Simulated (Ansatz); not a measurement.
# Optical response of CuAu

What colour and refractive index does CuAu have at this level of theory? The cell comes from an older database entry, whose edges can differ from later determinations, mostly by under a per cent.

Calculated with Ansatz 0.2.0; DFT, PBE, plane-wave PAW, default files, scalar-relativistic, independent-particle optical response without local fields.

The database entry behind the starting cell is an old determination (1936), so it need not match the best structure at room temperature.

**1. The starting structure**

The structure is tetragonal, space group P4/mmm (No. 123). Conventional cell: a = 2.811 Å, b = 2.811 Å, c = 3.685 Å, α = 90.00°, β = 90.00°, γ = 90.00°. Nearest to Au lie 8 Cu at 2.71 Å and 4 Au at 2.81 Å. Nearest to Cu lie 8 Au at 2.71 Å and 4 Cu at 2.81 Å. Farther neighbours, and contacts between anions beyond the nearest, are not listed.

**2. Ground state and bands**

The self-consistent density comes first; it also tells whether there is a gap, which decides the occupations and the need for a Drude term.

This step: DFT, PBE, plane-wave PAW, default files, scalar-relativistic, ground state (Ansatz 0.2.0).

input.yaml

```yaml
crystal:
  lattice:
    - [2.8107494552, 0.0, 0.0]
    - [0.0, 2.8107494552, 0.0]
    - [0.0, 0.0, 3.685]
  atoms:
    - { symbol: Au, position: [0.0, 0.0, 0.0] }
    - { symbol: Cu, position: [0.5, 0.5, 0.5] }
kpoints:
  mp_grid: { grid: [8, 8, 6] }
  band_path:
    path:
      - [[0.0, 0.0, 0.0], [0.0, 0.5, 0.0], [0.5, 0.5, 0.0], [0.0, 0.0, 0.0], [0.0, 0.0, 0.5], [0.0, 0.5, 0.5], [0.5, 0.5, 0.5], [0.0, 0.0, 0.5]]
      - [[0.0, 0.5, 0.0], [0.0, 0.5, 0.5]]
      - [[0.5, 0.5, 0.0], [0.5, 0.5, 0.5]]
    npoints: 6
scf:
  occupations: { method: fermi_dirac, width: 0.05 }
  n_extra_bands: 6
hamiltonian:
  xc: pbe
  pseudopotentials: { kind: paw }
output:
  forces: true
  stress: true
  populations: true
  write_bands: true
  write_density: true
  write_potential: true
  elf: true
  volumetric_format: npy
```

Started as:

```
ansatz run input.yaml --threads 4 --pin off --max-ram 8192MiB --backend cpu --events-out ev --progress --plain --runs-dir out
```

The program printed:

```text
scf.n_extra_bands = 6 over 19 filled bands (N_el = 38.0): the run solves 25 bands
Engine: ansatz 0.2.0, x86_64-unknown-linux-gnu
Pseudopotentials: kind: paw
Pseudopotential: Au, paw, valence charge 19, recommended cutoff 420 eV (normal), Au.paw.azcp
Pseudopotential: Cu, paw, valence charge 19, recommended cutoff 420 eV (normal), Cu.paw.azcp
Functional definition: PBE
  parameter kappa = 0.804
  parameter beta = 0.066725
  exchange = pbe_x(kappa = kappa, mu = beta*pi^2/3)
  correlation = pbe_c(beta = beta)
Crystal: 2 atoms, lattice volume = 29.113 Å³
Basis set: ecut = 420 eV, 553 PW (Γ), exchange–correlation on 40×40×50 points (8 copies of the dense FFT grid, shifted against one another)
Bands: 25, of which v1, the nominal top of the filled ones, is band 19 counted from 1 (18 counted from 0)
Symmetry: 16 space group operations
Space group: P4/mmm (ITA 123), of the structure as read, at distance tolerance 3.1e-5 Å
k-points: 60 of 384
Non-local potential: Au, projectors of the file, l = 0: 3, l = 1: 2, l = 2: 2, l = 3: 1
Non-local potential: Cu, projectors of the file, l = 0: 3, l = 1: 2, l = 2: 3, l = 3: 1
PAW form: soft (Blöchl's): semilocal exchange-correlation on the pseudo side does not see the compensation charge
PAW one-centre angular grid: Au, 590 points (default); XC on 64 Gauss nodes
PAW one-centre angular grid: Cu, 590 points (default); XC on 64 Gauss nodes
Initial density: superposition of atomic densities (neutral atoms: chi_scale 0, normalization atom), corrected by the library's trained network
Initial wavefunctions: pseudopotential atomic-orbital guess
Functional: x = pbe(κ = 0.804, μ = 0.219515), c = pbe(β = 0.066725)
SCF iter   1: F=—  HF=-19774.579638 eV  |F-HF|=—  |Δ(HF+E_count)|=         —  Δρ=2.05e-3  dr2=1.32e-3  ethr=1.77e-3  ⟨swp⟩=5.5  Hψ=5866  notcnv=0  defer=15
preconditioner: auto → none  [insulator: Δε(μ)=0.114 eV  Ē_g=13.058 eV  σ=0.050 eV  W_gap=0.51  n_scr=14 (ndim 8)  ℏωp=32.3 eV  f_vac=0.000  D(μ)=0.62/eV (n_scr^D=2)  ε∞_Penn≈7.1]
SCF iter   2: F=—  HF=-19774.579953 eV  |F-HF|=—  |Δ(HF+E_count)|=   3.15e-4  Δρ=7.59e-4  dr2=9.80e-5  ethr=3.48e-6  ⟨swp⟩=2.1  Hψ=2811  notcnv=0  defer=29
SCF iter   3: F=—  HF=-19774.580032 eV  |F-HF|=—  |Δ(HF+E_count)|=   7.90e-5  Δρ=2.09e-4  dr2=3.88e-6  ethr=2.58e-7  ⟨swp⟩=2.5  Hψ=1988  notcnv=0  defer=29
SCF iter   4: F=—  HF=-19774.580039 eV  |F-HF|=—  |Δ(HF+E_count)|=   7.15e-6  Δρ=6.22e-5  dr2=4.64e-7  ethr=1.02e-8  ⟨swp⟩=2.0  Hψ=2076  notcnv=0  defer=29
iter 5 did not close the SCF: its close was put off for the readings that it lacked (scf_convergence_deferred on its scf_iter line)
SCF iter   5: F=-19774.580040 eV  HF=-19774.580040 eV  |F-HF|=7.01e-9  |Δ(HF+E_count)|=   2.20e-7  Δρ=1.23e-5  dr2=1.71e-8  ethr=1.22e-9  ⟨swp⟩=2.1  Hψ=2050  notcnv=0  defer=29
SCF iter   6: F=-19774.580040 eV  HF=-19774.580040 eV  |F-HF|=3.49e-10  |Δ(HF+E_count)|=   1.10e-8  Δρ=1.76e-6  dr2=2.94e-10  ethr=4.50e-11  ⟨swp⟩=8.3  Hψ=8688  notcnv=0
SCF 1 converged in 6 iterations: F = -19774.580040 eV  dr2 = 2.94e-10
  greatest PAW one-centre occupation: 1.000 electrons in one spin orbital (limit 2), on the Au atom at site 0 (counted from 0), in its partial waves of l = 0
NSCF: frozen V_eff on 57 k-points
SCF converged after 6 iterations
Free energy (F): -19774.580040 eV
Harris-Foulkes:  -19774.580040 eV  (|F-HF|=3.49e-10)
Internal energy: -19774.574550 eV  (E = F + TS)
E sigma→0 (E₀):  -19774.577295 eV
Entropy (-TS):   -0.005489 eV (-2.745 meV/atom)
Fermi energy:    19.020838 eV
--- Per-component energies (eV) ---
  E_band       = -557.001992
  E_kinetic    = 904.770894
  E_local      = -5897.144240  (includes V_loc(G=0)·N_el)
  E_nonlocal   = 468.238232
  E_hartree    = 2589.452225
  E_xc         = -317.498099
  E_vxc        = -390.748523  (∫ρ·V_xc dr)
  E_paw        = -11373.570541  (= ΣΔE_a)
  E_vpaw       = -821.023846  (= ΣTr[D̂ρ^β])
  E_aug_tail   = 0.001669  (compensation charges beyond the density's cutoff)
  E_ewald      = -6148.824689
  E_smearing   = -0.005489  (= −TS)
  E_closure    = -0.000000  (closes the sum)
  Σ components = -19774.580040   (vs F -19774.580040, Δ=0.00e0)
--- Forces (eV/Å), atoms counted from 1 ---
  atom   1  Au    -0.00000000     0.00000000     0.00000000
  atom   2  Cu     0.00000000    -0.00000000    -0.00000000
  max |Σ_I F_I| component: 1.28e-28 eV/Å
--- Stress (GPa, compression-positive) ---
        5.961338      -0.000000      -0.000000
       -0.000000       5.961338      -0.000000
       -0.000000      -0.000000       3.392176
  P = ⅓ Tr σ = 5.1050 GPa (51.050 kbar)
--- Band table (eV; the first three rows and the last of 60) ---
  k-point 0: bands = [... 15 lower, 16.8628, 17.3179, 17.5390, 17.5390, 21.0613, 27.0073, 28.9864, 28.9864, ... 2 higher]
  k-point 1: bands = [... 15 lower, 16.7668, 17.2579, 17.3352, 17.3352, 19.3159, 29.2737, 29.6331, 29.6331, ... 2 higher]
  k-point 2: bands = [... 15 lower, 16.3144, 16.9120, 16.9120, 17.0269, 17.1183, 31.3743, 31.3743, 33.0689, ... 2 higher]
  k-point 59: bands = [... 15 lower, 16.8603, 17.3660, 17.3759, 24.3086, 24.5040, 24.5040, 25.1808, 25.8964, ... 2 higher]
--- Löwdin populations: 2 sites ---
  site symbol       q [e]
     0     Au     18.8675
     1     Cu     18.8015
  spilling = 0.008711 (of n_electrons = 38.000000)
```

Wall time 0.76 s (4 threads of Intel Xeon Platinum 8559C (Emerald Rapids), shared host); peak memory 0.41 GiB; 2.4 s of CPU time.

Read-outs:

```
free energy         : -19774.5800 eV
Fermi energy        : 19.02 eV
electrons           : 38
symmetry operations : 16
pressure            : 5.105 GPa
volume              : 29.11 Å³
gap on the path     : 0 eV
```

There are states at the Fermi level within the smearing, so the occupations stay smeared and the carriers get a Drude term. The cell is left with a pressure of 5.1 GPa, as it stands unrelaxed at this level.

Electronic bands along the path, in eV, zero at the Fermi level; # counts the bands kept:

| point | #8 | #9 | #10 | #11 | #12 | #13 | #14 | #15 |
| --- | --- | --- | --- | --- | --- | --- | --- | --- |
| Γ | -2.16 | -1.70 | -1.48 | -1.48 | 2.04 | 7.99 | 9.97 | 9.97 |
| halfway | -2.58 | -2.13 | -2.07 | -1.77 | 4.31 | 5.05 | 8.51 | 12.21 |
| X | -2.99 | -2.42 | -2.21 | -0.89 | -0.16 | 9.37 | 9.47 | 11.28 |
| halfway | -2.04 | -1.81 | -1.80 | -0.39 | 0.10 | 9.15 | 10.20 | 10.46 |
| M | -1.65 | -1.39 | -1.39 | 0.61 | 0.61 | 5.14 | 6.79 | 10.00 |
| halfway | -2.36 | -2.31 | -2.00 | -1.43 | 5.36 | 6.21 | 6.90 | 9.44 |
| Γ | -2.16 | -1.70 | -1.48 | -1.48 | 2.04 | 7.99 | 9.97 | 9.97 |
| halfway | -2.38 | -1.89 | -1.89 | -1.83 | -1.00 | 11.37 | 11.37 | 12.19 |
| Z | -2.76 | -2.37 | -2.34 | -2.34 | -1.99 | 14.30 | 14.56 | 14.56 |
| halfway | -2.79 | -1.79 | -1.77 | -1.76 | -1.62 | 7.99 | 8.15 | 15.32 |
| R | -1.74 | -1.61 | -1.56 | -1.11 | -1.10 | 2.67 | 4.33 | 15.81 |
| halfway | -2.37 | -1.94 | -1.76 | 2.22 | 2.28 | 2.94 | 4.40 | 10.90 |
| A | -2.16 | -1.66 | -1.65 | 5.29 | 5.48 | 5.48 | 6.16 | 6.88 |
| halfway | -2.34 | -2.33 | -2.23 | -0.53 | 0.12 | 8.62 | 9.12 | 9.21 |
| Z | -2.76 | -2.37 | -2.34 | -2.34 | -1.99 | 14.30 | 14.56 | 14.56 |
| jump to X | -2.99 | -2.42 | -2.21 | -0.89 | -0.16 | 9.37 | 9.47 | 11.28 |
| halfway | -2.76 | -1.89 | -1.89 | -0.89 | -0.29 | 5.00 | 6.19 | 15.02 |
| R | -1.74 | -1.61 | -1.56 | -1.11 | -1.10 | 2.67 | 4.33 | 15.81 |
| jump to M | -1.65 | -1.39 | -1.39 | 0.61 | 0.61 | 5.14 | 6.79 | 10.00 |
| halfway | -1.91 | -1.66 | -1.65 | 2.70 | 2.70 | 5.34 | 5.96 | 9.75 |
| A | -2.16 | -1.66 | -1.65 | 5.29 | 5.48 | 5.48 | 6.16 | 6.88 |

Electrostatic potential energy in the ac plane at fractional y = 0.000, with atoms of Au within 0.2 Å of it. With pseudopotentials it is smooth inside the atoms' cores, unlike the true potential.

Ten even steps from '_' (-32 eV) to '@' (22 eV):
```
________--**%%@@@@%%**--______
______..==##%%@@@@%%##==..____
____..--**%%@@@@@@@@%%**--..__
----==**%%@@@@@@@@@@@@%%**==--
**####%%@@@@@@@@@@@@@@@@%%####
%%%%@@@@@@@@@@@@@@@@@@@@@@@@%%
@@@@@@@@@@@@@@@@@@@@@@@@@@@@@@
@@@@@@@@@@@@@@@@@@@@@@@@@@@@@@
@@@@@@@@@@@@@@@@@@@@@@@@@@@@@@
@@@@@@@@@@@@@@@@@@@@@@@@@@@@@@
@@@@@@@@@@@@@@@@@@@@@@@@@@@@@@
@@@@@@@@@@@@@@@@@@@@@@@@@@@@@@
%%%%@@@@@@@@@@@@@@@@@@@@@@@@%%
**####%%@@@@@@@@@@@@@@@@%%####
----==**%%@@@@@@@@@@@@%%**==--
____..--**%%@@@@@@@@%%**--..__
______..==##%%@@@@%%##==..____
________--**%%@@@@%%**--______
________::**%%@@@@%%**::______
```
Atoms in or near the plane, at fractional coordinates: Au at (0.00, 0.00).

ELF in the ac plane at fractional y = 0.000, with atoms of Au within 0.2 Å of it. It is the smooth field of the valence electrons, not physical close to the nuclei.

Values, 18 rows by 15 columns, each cell a mean:
```
0.72 0.69 0.61 0.55 0.46 0.35 0.26 0.24 0.24 0.26 0.35 0.46 0.55 0.61 0.69
0.63 0.61 0.57 0.51 0.42 0.31 0.25 0.24 0.24 0.25 0.31 0.42 0.51 0.57 0.61
0.56 0.54 0.51 0.44 0.35 0.28 0.25 0.24 0.24 0.25 0.28 0.35 0.44 0.51 0.54
0.47 0.46 0.41 0.35 0.29 0.26 0.25 0.24 0.24 0.25 0.26 0.29 0.35 0.41 0.46
0.35 0.34 0.31 0.28 0.26 0.25 0.24 0.24 0.24 0.24 0.25 0.26 0.28 0.31 0.34
0.26 0.26 0.25 0.25 0.24 0.23 0.23 0.22 0.22 0.23 0.23 0.24 0.25 0.25 0.26
0.21 0.21 0.21 0.22 0.21 0.21 0.21 0.21 0.21 0.21 0.21 0.21 0.22 0.21 0.21
0.18 0.18 0.18 0.19 0.20 0.20 0.20 0.19 0.19 0.20 0.20 0.20 0.19 0.18 0.18
0.16 0.17 0.17 0.18 0.19 0.19 0.19 0.19 0.19 0.19 0.19 0.19 0.18 0.17 0.17
0.18 0.18 0.18 0.19 0.20 0.20 0.19 0.19 0.19 0.19 0.20 0.20 0.19 0.18 0.18
0.21 0.21 0.21 0.21 0.21 0.21 0.21 0.21 0.21 0.21 0.21 0.21 0.21 0.21 0.21
0.26 0.26 0.25 0.24 0.24 0.23 0.23 0.22 0.22 0.23 0.23 0.24 0.24 0.25 0.26
0.35 0.34 0.31 0.28 0.26 0.25 0.24 0.24 0.24 0.24 0.25 0.26 0.28 0.31 0.34
0.46 0.45 0.41 0.35 0.29 0.26 0.25 0.24 0.24 0.25 0.26 0.29 0.35 0.41 0.45
0.55 0.54 0.50 0.43 0.35 0.28 0.25 0.24 0.24 0.25 0.28 0.35 0.43 0.50 0.54
0.62 0.60 0.56 0.50 0.41 0.31 0.25 0.24 0.24 0.25 0.31 0.41 0.50 0.56 0.60
0.72 0.68 0.61 0.55 0.46 0.35 0.26 0.24 0.24 0.26 0.35 0.46 0.55 0.61 0.68
0.78 0.73 0.64 0.56 0.48 0.36 0.27 0.24 0.24 0.27 0.36 0.48 0.56 0.64 0.73
```
Atoms in or near the plane, at fractional coordinates: Au at (0.00, 0.00).

(Continued in part 2 of 2.)

[Long decimals in the printed logs are rounded to 6 places.]

[Logs are printed without paths, hosts, clocks, repeated set-up lines and the standing remarks that a program may print on its own settings, such as how far it seeks lower states.]

[Hosts, paths, dates, database ids (printed as entryN), source tags and the programs' standing remarks are cut or masked in the printed files.]

[Where the starting crystal was built by hand or by swapping elements, it need not be the compound's stable phase.]

[The count of steps not shown may lack steps that the program refused or didn't finish.]
